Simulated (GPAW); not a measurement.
## SiC (F-43m): refractive index against wavelength

The refractive index of SiC (F-43m) below the direct gap (4.55 eV on the mesh) is read from one computed spectrum, n = √(Re ε).

Cell: a, b, c = 3.082, 3.082, 3.082 Å (primitive vectors), 2 atoms.

Method: GPAW 26.7.0, revPBE, RPA, k-mesh 16×16×16, local fields up to 80 eV, Lorentzian half width 0.15 eV.

Launch of the response step: `OMP_NUM_THREADS=1 python df.py`. The run took 21 s, its band step included, on 1 thread of Arm Neoverse V2 (shared host).

| wavelength (nm) | photon energy E (eV) | n |
| --- | --- | --- |
| 1064 | 1.165 | 2.5964 |
| 850 | 1.459 | 2.6127 |
| 700 | 1.771 | 2.6348 |
| 633 | 1.959 | 2.6507 |
| 532 | 2.331 | 2.6887 |
| 450 | 2.755 | ? |
| 405 | 3.061 | 2.7958 |

In the single-oscillator model n² − 1 = E₀E_d/(E₀² − E²), so 1/(n² − 1) = E₀/E_d − E²/(E₀E_d) is linear in E².

Working, on the rows shown:

| x = E² (eV²) | y = 1/(n² − 1) |
| --- | --- |
| 1.35784 | 0.174177 |
| 2.12762 | 0.171638 |
| 3.13716 | 0.168289 |
| 3.83641 | 0.165942 |
| 5.43137 | 0.160537 |
| 9.37179 | 0.146703 |

Means: x̄ = 4.2104, ȳ = 0.16455. Σ(x − x̄)(y − ȳ) = -0.1438, Σ(x − x̄)² = 41.9. Slope = -0.1438 / 41.9 = -0.003432; intercept = ȳ − slope · x̄ = 0.179. Turned back into n, the line misses the rows shown by at most 0.0013.

Q: Predict the last column of the withheld row from the fit.

A: At x = 7.5912 the line gives y = 0.15295, that is 2.7456. The run gave 2.7448, so the interpolation is off by 0.00079, 0.4 % of the range in the table.

Refitted with all rows, the slope is -0.003426 and the intercept 0.17898. These give E₀ = √(intercept/−slope) = 7.23 eV and E_d = E₀/intercept = 40.4 eV; E₀ is 1.6 times the direct gap. The electronic limit at long wavelengths, without lattice vibrations, is n = √(1 + 1/intercept) = 2.567. Excitons are left out; revPBE gaps are as a rule too small. The values come from a sum over the points of one k-mesh and carry its error, which grows as the direct gap shrinks.
